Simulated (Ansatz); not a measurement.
# LiMgF3 (model cell, started as cubic perovskite with Mg in the octahedra): phonons and vibrational spectra

How does LiMgF3 (model cell, started as cubic perovskite with Mg in the octahedra) vibrate, and is this structure a minimum?

Program: Ansatz 0.2.0. Level of theory: DFT PBEsol, scalar-relativistic, plane waves, PAW; PAW set soft_1. Results are calculated unless marked as measured.

The structure was built from a prototype and need not be the compound's stable phase.

## 1. Set-up

It takes space group Pm-3m (No. 221, cubic). Conventional cell: a = 4.018 Å, b = 4.018 Å, c = 4.018 Å, α = 90.00°, β = 90.00°, γ = 90.00°. Nearest to Li lie 12 F at 2.84 Å. Nearest to Mg lie 6 F at 2.01 Å. F has 2 Mg at 2.01 Å nearest. Farther neighbours and most contacts between anions are not listed.

## 2. Bringing the structure to rest

The cell and atoms are relaxed, since residual forces and stress would shift the frequencies.

Input file input.yaml:

```yaml
crystal:
  lattice:
    - [4.018, 0.0, 0.0]
    - [0.0, 4.018, 0.0]
    - [0.0, 0.0, 4.018]
  atoms:
    - { symbol: Li, position: [0.0, 0.0, 0.0] }
    - { symbol: Mg, position: [0.5, 0.5, 0.5] }
    - { symbol: F, position: [0.5, 0.5, 0.0] }
    - { symbol: F, position: [0.5, 0.0, 0.5] }
    - { symbol: F, position: [0.0, 0.5, 0.5] }
kpoints:
  mp_grid: { grid: [6, 6, 6] }
hamiltonian:
  xc: pbesol
  pseudopotentials: { kind: paw, azcp: { folder: soft_1 }, xc_functional: pbe }
scf:
  occupations: { method: gaussian, width: 0.02 }
output:
  forces: true
  stress: true
  eigenvalues: true
  write_density: true
  write_potential: true
  elf: true
  volumetric_format: npy
relax:
  adjacent_minimum: "off"
  f_tol: 0.005
  max_steps: 80
  cell: { stress_tol: 0.05 }
```

On the command line:

```bash
ansatz run input.yaml --threads 8 --pin off --max-ram 16384MiB --backend cpu --events-out ev --progress --plain --runs-dir out
```

Numbers of over 12 decimals in the logs are rounded to 6 here.

The program printed:

```text
Engine: ansatz 0.2.0, x86_64-unknown-linux-gnu
Pseudopotentials: kind: paw
Pseudopotential: Li, paw, valence charge 3, recommended cutoff 420 eV (normal), soft_1/Li.paw.azcp
Pseudopotential: Mg, paw, valence charge 10, recommended cutoff 420 eV (normal), soft_1/Mg.paw.azcp
Pseudopotential: F, paw, valence charge 7, recommended cutoff 420 eV (normal), soft_1/F.paw.azcp
Functional definition: PBEsol
  exchange = pbesol_x
  correlation = pbesol_c
Crystal: 5 atoms, lattice volume = 64.868 Å³
Basis set: ecut = 420 eV, 1309 PW (Γ), exchange–correlation on 54×54×54 points (8 copies of the dense FFT grid, shifted against one another)
Bands: 22, of which v1, the nominal top of the filled ones, is band 17 counted from 1 (16 counted from 0)
Symmetry: 48 space group operations
Space group: Pm-3m (ITA 221), of the structure as read, at distance tolerance 4.0e-5 Å
k-points: 20 of 216
Non-local potential: Li, projectors of the file, l = 0: 3, l = 1: 2, l = 2: 1
Non-local potential: Mg, projectors of the file, l = 0: 3, l = 1: 2, l = 2: 1
Non-local potential: F, projectors of the file, l = 0: 2, l = 1: 2, l = 2: 1
PAW form: soft (Blöchl's): semilocal exchange-correlation on the pseudo side does not see the compensation charge
PAW frozen core: Mg, regenerated for the run's functional, and the local potential with it (the file was generated under x = pbe(κ = 0.804, μ = 0.219515), c = pbe(β = 0.066725))
PAW frozen core: F, regenerated for the run's functional, and the local potential with it (the file was generated under x = pbe(κ = 0.804, μ = 0.219515), c = pbe(β = 0.066725))
PAW one-centre angular grid: Li, 110 points (default); XC on 64 Gauss nodes
PAW one-centre angular grid: Mg, 110 points (default); XC on 64 Gauss nodes
PAW one-centre angular grid: F, 110 points (default); XC on 64 Gauss nodes
Initial density: superposition of atomic densities (chi_scale 0.1, normalization cell, long waves kept (reshape's long-wave potential 0.01 eV rms))
Initial wavefunctions: pseudopotential atomic-orbital guess
Functional: x = pbesol(κ = 0.804, μ = 0.123457), c = pbesol(β = 0.046)
SCF iter   1: F=—  HF=-4524.664719 eV  |F-HF|=—  |Δ(HF+E_count)|=         —  Δρ=1.00e-1  dr2=4.48e0  ethr=3.10e-3  ⟨swp⟩=6.5  Hψ=2206  notcnv=0
preconditioner: auto → Resta (q_TF=auto, 2.450 Å⁻¹)  ε∞=3.1  [insulator: Δε(μ)=4.355 eV  Ē_g=15.677 eV  σ=0.020 eV  W_gap=1.00  n_scr=18 (ndim 8)  ℏωp=22.6 eV  f_vac=0.000  D(μ)=0.00/eV (n_scr^D=0)  ε∞_Penn≈3.1]
SCF iter   2: F=—  HF=-4523.545861 eV  |F-HF|=—  |Δ(HF+E_count)|=    1.12e0  Δρ=4.31e-2  dr2=1.08e0  ethr=3.10e-3  ⟨swp⟩=2.2  Hψ=1007  notcnv=0  defer=20
SCF iter   3: F=—  HF=-4523.341995 eV  |F-HF|=—  |Δ(HF+E_count)|=   2.04e-1  Δρ=1.81e-2  dr2=2.17e-1  ethr=3.10e-3  ⟨swp⟩=2.8  Hψ=821  notcnv=0  defer=20
SCF iter   4: F=—  HF=-4523.288073 eV  |F-HF|=—  |Δ(HF+E_count)|=   5.39e-2  Δρ=3.85e-3  dr2=1.45e-2  ethr=6.39e-4  ⟨swp⟩=3.1  Hψ=786  notcnv=0  defer=20
SCF iter   5: F=—  HF=-4523.287323 eV  |F-HF|=—  |Δ(HF+E_count)|=   7.50e-4  Δρ=1.21e-3  dr2=1.09e-3  ethr=4.28e-5  ⟨swp⟩=2.3  Hψ=894  notcnv=0  defer=20
SCF iter   6: F=—  HF=-4523.287726 eV  |F-HF|=—  |Δ(HF+E_count)|=   4.03e-4  Δρ=1.98e-4  dr2=3.59e-5  ethr=3.22e-6  ⟨swp⟩=2.1  Hψ=694  notcnv=0  defer=20
SCF iter   7: F=—  HF=-4523.287323 eV  |F-HF|=—  |Δ(HF+E_count)|=   4.02e-4  Δρ=4.84e-5  dr2=9.09e-7  ethr=1.06e-7  ⟨swp⟩=2.2  Hψ=730  notcnv=0  defer=18
SCF iter   8: F=-4523.287324 eV  HF=-4523.287324 eV  |F-HF|=4.69e-8  |Δ(HF+E_count)|=   7.28e-7  Δρ=7.94e-6  dr2=3.21e-8  ethr=2.94e-10  ⟨swp⟩=13.2  Hψ=3367  notcnv=0
SCF 1 converged in 8 iterations: F = -4523.287324 eV  dr2 = 3.21e-8
  greatest PAW one-centre occupation: 1.000 electrons in one spin orbital (limit 2), on the Mg atom at site 1 (counted from 0), in its partial waves of l = 0
relax step   1: F+E_penalty+E_count = -4523.28732406 eV  Δ(F+E_penalty+E_count) = +0.000e0 eV  max|allowed force component| = 1.179e-28 eV/Å  Δτ_max = 0.0000 Å  P = -6.540 GPa  Ω = 64.868 Å³  (8 SCF iters, dr2 threshold 1.00e-7 eV, accepted)
Crystal: 5 atoms, lattice volume = 62.135 Å³
Basis set: ecut = 420 eV, 1213 PW (Γ), exchange–correlation on 54×54×54 points (8 copies of the dense FFT grid, shifted against one another)
Initial density: handed on by an earlier stage of this run
Initial wavefunctions: those handed on with the density
iter 1 solved again at ethr=1.84e-5 eV; its pass at ethr=3.10e-3 eV (dr2=6.25e-3 eV) is discarded
SCF iter   1: F=—  HF=-4523.389322 eV  |F-HF|=—  |Δ(HF+E_count)|=         —  Δρ=2.91e-3  dr2=6.18e-3  ethr=1.84e-5  ⟨swp⟩=1.8  Hψ=2385  notcnv=0
preconditioner: auto → Resta (q_TF=auto, 2.467 Å⁻¹)  ε∞=2.9  [insulator: Δε(μ)=5.586 eV  Ē_g=16.796 eV  σ=0.020 eV  W_gap=1.00  n_scr=18 (ndim 8)  ℏωp=23.1 eV  f_vac=0.179  D(μ)=0.00/eV (n_scr^D=0)  ε∞_Penn≈2.9]
SCF iter   2: F=—  HF=-4523.386834 eV  |F-HF|=—  |Δ(HF+E_count)|=   2.49e-3  Δρ=1.71e-3  dr2=2.20e-3  ethr=1.82e-5  ⟨swp⟩=2.0  Hψ=840  notcnv=0
SCF iter   3: F=—  HF=-4523.385893 eV  |F-HF|=—  |Δ(HF+E_count)|=   9.41e-4  Δρ=5.16e-4  dr2=1.57e-4  ethr=6.46e-6  ⟨swp⟩=2.0  Hψ=814  notcnv=0
SCF iter   4: F=—  HF=-4523.385583 eV  |F-HF|=—  |Δ(HF+E_count)|=   3.10e-4  Δρ=2.89e-4  dr2=3.94e-5  ethr=4.61e-7  ⟨swp⟩=2.0  Hψ=808  notcnv=0
SCF iter   5: F=—  HF=-4523.385575 eV  |F-HF|=—  |Δ(HF+E_count)|=   8.17e-6  Δρ=6.68e-5  dr2=2.01e-6  ethr=1.16e-7  ⟨swp⟩=2.0  Hψ=661  notcnv=0
SCF iter   6: F=-4523.385576 eV  HF=-4523.385576 eV  |F-HF|=3.90e-8  |Δ(HF+E_count)|=   1.20e-6  Δρ=9.32e-6  dr2=8.15e-8  ethr=1.47e-9  ⟨swp⟩=9.7  Hψ=3090  notcnv=0
SCF 2 converged in 6 iterations: F = -4523.385576 eV  dr2 = 8.15e-8
relax step   2: F+E_penalty+E_count = -4523.38557588 eV  Δ(F+E_penalty+E_count) = -9.825e-2 eV  max|allowed force component| = 5.859e-29 eV/Å  Δτ_max = 0.0000 Å  P = -4.213 GPa  Ω = 62.135 Å³  energy of the carried Pulay correction = +5.883e-3 eV  (6 SCF iters, dr2 threshold 5.00e-7 eV, accepted)
Crystal: 5 atoms, lattice volume = 57.736 Å³
Basis set: ecut = 420 eV, 1141 PW (Γ), exchange–correlation on 54×54×54 points (8 copies of the dense FFT grid, shifted against one another)
iter 1 solved again at ethr=5.03e-5 eV; its pass at ethr=3.10e-3 eV (dr2=1.71e-2 eV) is discarded
SCF iter   1: F=—  HF=-4523.456716 eV  |F-HF|=—  |Δ(HF+E_count)|=         —  Δρ=5.13e-3  dr2=1.69e-2  ethr=5.03e-5  ⟨swp⟩=1.5  Hψ=2433  notcnv=0
preconditioner: auto → Resta (q_TF=auto, 2.498 Å⁻¹)  ε∞=2.9  [insulator: Δε(μ)=5.879 eV  Ē_g=17.387 eV  σ=0.020 eV  W_gap=1.00  n_scr=18 (ndim 8)  ℏωp=23.9 eV  f_vac=0.153  D(μ)=0.00/eV (n_scr^D=0)  ε∞_Penn≈2.9]
SCF iter   2: F=—  HF=-4523.449799 eV  |F-HF|=—  |Δ(HF+E_count)|=   6.92e-3  Δρ=2.92e-3  dr2=6.06e-3  ethr=4.97e-5  ⟨swp⟩=2.0  Hψ=841  notcnv=0
SCF iter   3: F=—  HF=-4523.447160 eV  |F-HF|=—  |Δ(HF+E_count)|=   2.64e-3  Δρ=4.73e-4  dr2=2.63e-4  ethr=1.78e-5  ⟨swp⟩=2.2  Hψ=825  notcnv=0
SCF iter   4: F=—  HF=-4523.446970 eV  |F-HF|=—  |Δ(HF+E_count)|=   1.90e-4  Δρ=1.46e-4  dr2=1.48e-5  ethr=7.73e-7  ⟨swp⟩=2.0  Hψ=824  notcnv=0
SCF iter   5: F=—  HF=-4523.446975 eV  |F-HF|=—  |Δ(HF+E_count)|=   4.74e-6  Δρ=1.69e-4  dr2=8.07e-6  ethr=4.34e-8  ⟨swp⟩=2.0  Hψ=680  notcnv=0
SCF iter   6: F=-4523.446973 eV  HF=-4523.446973 eV  |F-HF|=1.10e-7  |Δ(HF+E_count)|=   1.96e-6  Δρ=1.67e-5  dr2=2.38e-7  ethr=1.47e-9  ⟨swp⟩=6.9  Hψ=2816  notcnv=0
SCF 3 converged in 6 iterations: F = -4523.446973 eV  dr2 = 2.38e-7
relax step   3: F+E_penalty+E_count = -4523.44697329 eV  Δ(F+E_penalty+E_count) = -6.140e-2 eV  max|allowed force component| = 7.110e-30 eV/Å  Δτ_max = 0.0000 Å  P = +0.771 GPa  Ω = 57.736 Å³  energy of the carried Pulay correction = +1.591e-2 eV  (6 SCF iters, dr2 threshold 5.00e-7 eV, accepted)
[...]
relax step   4: F+E_penalty+E_count = -4523.44697004 eV  Δ(F+E_penalty+E_count) = +3.245e-6 eV  max|allowed force component| = 8.226e-30 eV/Å  Δτ_max = 0.0000 Å  P = -0.014 GPa  Ω = 58.331 Å³  energy of the carried Pulay correction = +1.451e-2 eV  (5 SCF iters, dr2 threshold 5.00e-7 eV, accepted)
[...]
relax step   5: F+E_penalty+E_count = -4523.43948972 eV  Δ(F+E_penalty+E_count) = +7.480e-3 eV  max|allowed force component| = 1.265e-29 eV/Å  Δτ_max = 0.0000 Å  P = -0.323 GPa  Ω = 58.331 Å³  stress off target by 3.23e-1 GPa  SCF on the basis re-selected at this cell (its energy is not comparable with the rows above)  (7 SCF iters)
[...]
relax step   6: F+E_penalty+E_count = -4523.44032246 eV  Δ(F+E_penalty+E_count) = -8.327e-4 eV  max|allowed force component| = 8.168e-30 eV/Å  Δτ_max = 0.0000 Å  P = +0.007 GPa  Ω = 58.084 Å³  energy of the carried Pulay correction = +5.877e-4 eV  (4 SCF iters, dr2 threshold 2.61e-7 eV, accepted)
iter 1 solved again at ethr=5.45e-8 eV; its pass at ethr=3.10e-3 eV (dr2=1.85e-5 eV) is discarded
SCF iter   1: F=—  HF=-4523.439972 eV  |F-HF|=—  |Δ(HF+E_count)|=         —  Δρ=3.71e-5  dr2=1.92e-7  ethr=5.45e-8  ⟨swp⟩=3.6  Hψ=3358  notcnv=0
preconditioner: auto → Resta (q_TF=auto, 2.495 Å⁻¹)  ε∞=2.9  [insulator: Δε(μ)=5.882 eV  Ē_g=17.348 eV  σ=0.020 eV  W_gap=1.00  n_scr=18 (ndim 8)  ℏωp=23.9 eV  f_vac=0.170  D(μ)=0.00/eV (n_scr^D=0)  ε∞_Penn≈2.9]
SCF iter   2: F=—  HF=-4523.439847 eV  |F-HF|=—  |Δ(HF+E_count)|=   1.24e-4  Δρ=1.97e-5  dr2=1.09e-7  ethr=5.65e-10  ⟨swp⟩=3.3  Hψ=945  notcnv=0
SCF iter   3: F=—  HF=-4523.439847 eV  |F-HF|=—  |Δ(HF+E_count)|=   7.05e-9  Δρ=1.18e-5  dr2=2.91e-8  ethr=3.22e-10  ⟨swp⟩=2.7  Hψ=796  notcnv=0
SCF iter   4: F=—  HF=-4523.439847 eV  |F-HF|=—  |Δ(HF+E_count)|=   1.52e-8  Δρ=3.14e-6  dr2=2.79e-9  ethr=8.55e-11  ⟨swp⟩=2.0  Hψ=687  notcnv=0
SCF iter   5: F=—  HF=-4523.439847 eV  |F-HF|=—  |Δ(HF+E_count)|=   1.46e-9  Δρ=2.15e-6  dr2=1.44e-9  ethr=8.21e-12  ⟨swp⟩=2.0  Hψ=775  notcnv=0
SCF iter   6: F=-4523.439847 eV  HF=-4523.439847 eV  |F-HF|=0.00e0  |Δ(HF+E_count)|=  4.61e-10  Δρ=2.11e-7  dr2=3.36e-11  ethr=1.00e-12  ⟨swp⟩=5.0  Hψ=2313  notcnv=0
SCF 7 converged in 6 iterations: F = -4523.439847 eV  dr2 = 3.36e-11
relax step   7: F+E_penalty+E_count = -4523.43984735 eV  Δ(F+E_penalty+E_count) = +4.751e-4 eV  max|allowed force component| = 6.728e-30 eV/Å  Δτ_max = 0.0000 Å  P = -0.008 GPa  Ω = 58.084 Å³  stress off target by 7.84e-3 GPa  SCF on the basis re-selected at this cell (its energy is not comparable with the rows above)  (6 SCF iters)
basis re-selected at this cell: Δ(F+E_penalty+E_count) = +4.751e-4 eV, ΔP = -0.014 GPa vs the last step (what re-selecting the basis moved, of the pressure what is left beyond the Pulay correction that the steps carried, after the strain that the cell walked since its last selection, with what the two solves' SCF thresholds leave and, on support functions, any second-order correction that the steps lacked; it is no m [...]
SCF converged after 6 iterations
Free energy (F): -4523.439847 eV
Harris-Foulkes:  -4523.439847 eV  (|F-HF|=0.00e0)
Internal energy: -4523.439847 eV  (E = F + TS)
E sigma→0 (E₀):  -4523.439847 eV
Fermi energy:    3.872805 eV
--- Per-component energies (eV) ---
  E_band       = -561.102742
  E_kinetic    = 682.165889
  E_local      = -3942.292651  (includes V_loc(G=0)·N_el)
  E_nonlocal   = 437.773782
  E_hartree    = 1439.295956
  E_xc         = -264.773421
  E_vxc        = -341.947602  (∫ρ·V_xc dr)
  E_paw        = -906.234037  (= ΣΔE_a)
  E_vpaw       = -275.395515  (= ΣTr[D̂ρ^β])
  E_aug_tail   = 0.001661  (compensation charges beyond the density's cutoff)
  E_ewald      = -1969.563217
  E_core_change = 0.186190  (= ΣΔE_core)
  E_smearing   = -0.000000  (= −TS)
  E_closure    = -0.000000  (closes the sum)
  Σ components = -4523.439847   (vs F -4523.439847, Δ=0.00e0)
--- Forces (eV/Å), atoms counted from 1 ---
  atom   1  Li     0.00000000    -0.00000000    -0.00000000
  atom   2  Mg    -0.00000000    -0.00000000    -0.00000000
  atom   3  F     -0.00000000     0.00000000     0.00000000
  atom   4  F     -0.00000000     0.00000000     0.00000000
  atom   5  F     -0.00000000    -0.00000000    -0.00000000
  max |Σ_I F_I| component: 1.30e-29 eV/Å
--- Stress (GPa, compression-positive) ---
       -0.007842      -0.000000      -0.000000
       -0.000000      -0.007842      -0.000000
       -0.000000      -0.000000      -0.007842
  P = ⅓ Tr σ = -0.0078 GPa (-0.078 kbar)
--- Band table (eV; the first three rows and the last of 20) ---
  k-point 0: bands = [... 13 lower, 0.2346, 0.4396, 0.4396, 0.4396, 6.8136, 13.9626, 13.9626, 13.9626, ... 1 higher]
  k-point 1: bands = [... 13 lower, 0.1616, 0.1807, 0.4030, 0.4030, 7.2162, 12.4880, 13.7737, 13.7737, ... 1 higher]
  k-point 2: bands = [... 13 lower, -0.0739, 0.0749, 0.3862, 0.3862, 8.1950, 10.9131, 13.4519, 13.4519, ... 1 higher]
  k-point 19: bands = [... 13 lower, -0.2769, 0.9319, 0.9319, 0.9319, 10.7911, 12.2973, 12.2973, 12.2973, ... 1 higher]
--- Relaxed structure (5 steps of the walk, 5 accepted, 2 SCFs on fresh bases) ---
  F+E_penalty+E_count = -4523.43984735 eV   max|allowed force component| = 6.728e-30 eV/Å   (the final SCF, on the basis selected at the relaxed cell)
  cell:  # Å, volume = 58.0836 Å³
    - [3.872737, 0, 0]
    - [0, 3.872737, 0]
    - [0, 0, 3.872737]
  atoms:
    - { symbol: Li, position: [0, 0, 0] }
    - { symbol: Mg, position: [0.5, 0.5, 0.5] }
    - { symbol: F, position: [0.5, 0.5, 0] }
    - { symbol: F, position: [0.5, 0, 0.5] }
    - { symbol: F, position: [0, 0.5, 0.5] }
```

Run time: 1.9 s. Hardware: 8 threads of INTEL XEON PLATINUM 8581C at 2.30GHz (Emerald Rapids), shared host; peak memory 0.42 GiB; 9.8 s of CPU time.

Step by step:

```csv
step,energy less that of the first step (eV),largest force component (eV/Å),pressure (GPa),volume (Å³)
1,0.0000,0.0000,-6.54,64.87
2,-0.0983,0.0000,-4.21,62.14
3,-0.1596,0.0000,0.77,57.74
4,-0.1596,0.0000,-0.01,58.33
5*,-0.1522,0.0000,-0.32,58.33
6,-0.1530,0.0000,0.01,58.08
7*,-0.1525,0.0000,-0.01,58.08
```

Relaxation steps marked * repeat the geometry before them on a plane-wave basis chosen anew for their cell, so energy and pressure can jump there.

Forces are held to the 48 operations that the run works with; a distortion that breaks them can't arise in this run.

```csv
"conventional cell, symmetrised",before,after,change
a (Å),4.018,3.873,-3.6 %
b (Å),4.018,3.873,-3.6 %
c (Å),4.018,3.873,-3.6 %
volume (Å³/atom),12.97,11.62,-10.5 %
```

The relaxed structure:

```cif
data_structure
_symmetry_space_group_name_H-M 'P 1'
_symmetry_Int_Tables_number 1
_cell_length_a 3.8727
_cell_length_b 3.8727
_cell_length_c 3.8727
_cell_angle_alpha 90.000
_cell_angle_beta 90.000
_cell_angle_gamma 90.000
_cell_volume 58.08
loop_
_atom_site_label
_atom_site_type_symbol
_atom_site_fract_x
_atom_site_fract_y
_atom_site_fract_z
_atom_site_occupancy
Li1 Li 0.00000 0.00000 0.00000 1
Mg2 Mg 0.50000 0.50000 0.50000 1
F3 F 0.50000 0.50000 0.00000 1
F4 F 0.50000 0.00000 0.50000 1
F5 F 0.00000 0.50000 0.50000 1
```

Numbers from this step:

```
pressure           : -0.007842 GPa
gap on the k-mesh  : 5.882 eV
volume per atom    : 11.62 Å³
direct gap on mesh : 6.374 eV
```

Valence density in the ac plane at fractional y = 0.500, with atoms of Mg and F within 0.2 Å of it. It is the smooth field of the valence electrons, not physical close to the nuclei.

Ten steps, logarithmic in the rise over the least value, from '_' (0 e/Å³) to '@' (26 e/Å³), each cell a mean:
```
________::++####**==::______
________..--++++==--..______
________....::--::..________
::....____........______..::
====::..__..====--..__..--==
##**==::..++##%%##--..::==**
%%##==::::**@@@@%%==..--++##
##**==::..++%%@@##==..::++##
++==--....::++**++......--++
::::..____....::..____....::
..________..::::::..________
________..--======::..______
________::==**##**==..______
______..::++##%%##==::______
```
Columns run along a (3.9 Å), rows up along c (3.9 Å). Atoms in or near the plane, at fractional coordinates: Mg at (0.50, 0.50), F at (0.50, 0.00), F at (0.00, 0.50).

ELF in the ac plane at fractional y = 0.500, with atoms of Mg and F within 0.2 Å of it. It is the smooth field of the valence electrons, not physical close to the nuclei.

Ten even steps from '0' (0.00) to '9' (0.80), each cell a mean:
```
00148998997300
00026999985100
42002677751013
87410111100157
99830122200589
89951333321799
68961321321798
89951332321799
99840133311699
88510011100268
54101456531024
10015899984001
00048998997200
00158986898400
```
Columns run along a (3.9 Å), rows up along c (3.9 Å). Atoms in or near the plane, at fractional coordinates: Mg at (0.50, 0.50), F at (0.50, 0.00), F at (0.00, 0.50).

Electrostatic potential energy in the ac plane at fractional y = 0.500, with atoms of Mg and F within 0.2 Å of it. With pseudopotentials it is smooth inside the atoms' cores, unlike the true potential.

Ten even steps from '_' (-71 eV) to '@' (9 eV), each cell a mean:
```
@@@@@@@@@@**==--==##@@@@@@@@
@@@@@@@@@@%%**++**@@@@@@@@@@
@@@@@@@@@@@@%%%%@@@@@@@@@@@@
@@@@@@@@@@%%%%%%%%@@@@@@@@@@
**##@@@@%%##++==++%%@@@@@@##
====##@@%%==..__..++%%@@**==
--==**%%##::______==%%%%++--
--==##@@##--____..++%%%%**==
++**%%@@%%**--::==##%%@@%%**
@@@@@@@@@@%%####%%%%@@@@@@@@
@@@@@@@@@@@@@@%%@@@@@@@@@@@@
@@@@@@@@@@%%##**##@@@@@@@@@@
@@@@@@@@@@**======##@@@@@@@@
@@@@@@@@@@++----==**@@@@@@@@
```
Columns run along a (3.9 Å; values clipped at the 3rd and 97th percentile), rows up along c (3.9 Å). Atoms in or near the plane, at fractional coordinates: Mg at (0.50, 0.50), F at (0.50, 0.00), F at (0.00, 0.50).

In this step the volume went from 12.97 to 11.62 Å³/atom.

## 3. Bringing the structure to rest

The relaxation is repeated from its end on the same settings, as a check that it has come to rest.

Changes to input.yaml since step 2:

```diff
@@ -2,5 +2,5 @@
   lattice:
-    - [4.018, 0.0, 0.0]
-    - [0.0, 4.018, 0.0]
-    - [0.0, 0.0, 4.018]
+    - [3.8727366541, 0.0, 0.0]
+    - [0.0, 3.8727366541, 0.0]
+    - [0.0, 0.0, 3.8727366541]
   atoms:
@@ -22,6 +22,2 @@
   eigenvalues: true
-  write_density: true
-  write_potential: true
-  elf: true
-  volumetric_format: npy
 relax:
```

The program printed:

```text
[...]
Crystal: 5 atoms, lattice volume = 58.084 Å³
Basis set: ecut = 420 eV, 1141 PW (Γ), exchange–correlation on 54×54×54 points (8 copies of the dense FFT grid, shifted against one another)
Bands: 22, of which v1, the nominal top of the filled ones, is band 17 counted from 1 (16 counted from 0)
Symmetry: 48 space group operations
[...]
k-points: 20 of 216
[...]
--- Relaxed structure (1 steps of the walk, 1 accepted, 1 SCFs on fresh bases) ---
[...]
cell:  # Å, volume = 58.0836 Å³
    - [3.8727366541, 0.0, 0.0]
    - [0.0, 3.8727366541, 0.0]
    - [0.0, 0.0, 3.8727366541]
  atoms:
    - { symbol: Li, position: [0.0, 0.0, 0.0] }
    - { symbol: Mg, position: [0.5, 0.5, 0.5] }
    - { symbol: F, position: [0.5, 0.5, 0.0] }
    - { symbol: F, position: [0.5, 0.0, 0.5] }
    - { symbol: F, position: [0.0, 0.5, 0.5] }
[key lines of the parts left out:]
SCF converged after 8 iterations
Free energy (F): -4523.439847 eV
Fermi energy:    3.872809 eV
P = ⅓ Tr σ = -0.0078 GPa (-0.078 kbar)
```

It took 0.58 s on 8 threads; peak memory 0.4 GiB.

Little changed from the start: no atom moved by 0.005 Å and no cell edge by 0.1 %.

Numbers from this step:

* pressure: -0.007829 GPa

In this step the volume went from 11.62 to 11.62 Å³/atom.

[end of part 1 of 3]

[Logs are printed without paths, hosts, clocks, repeated set-up lines and the standing remarks that a program may print on its own settings, such as how far it seeks lower states.]

[Hosts, paths, dates, database ids (printed as entryN), source tags and the programs' standing remarks are cut or masked in the printed files.]
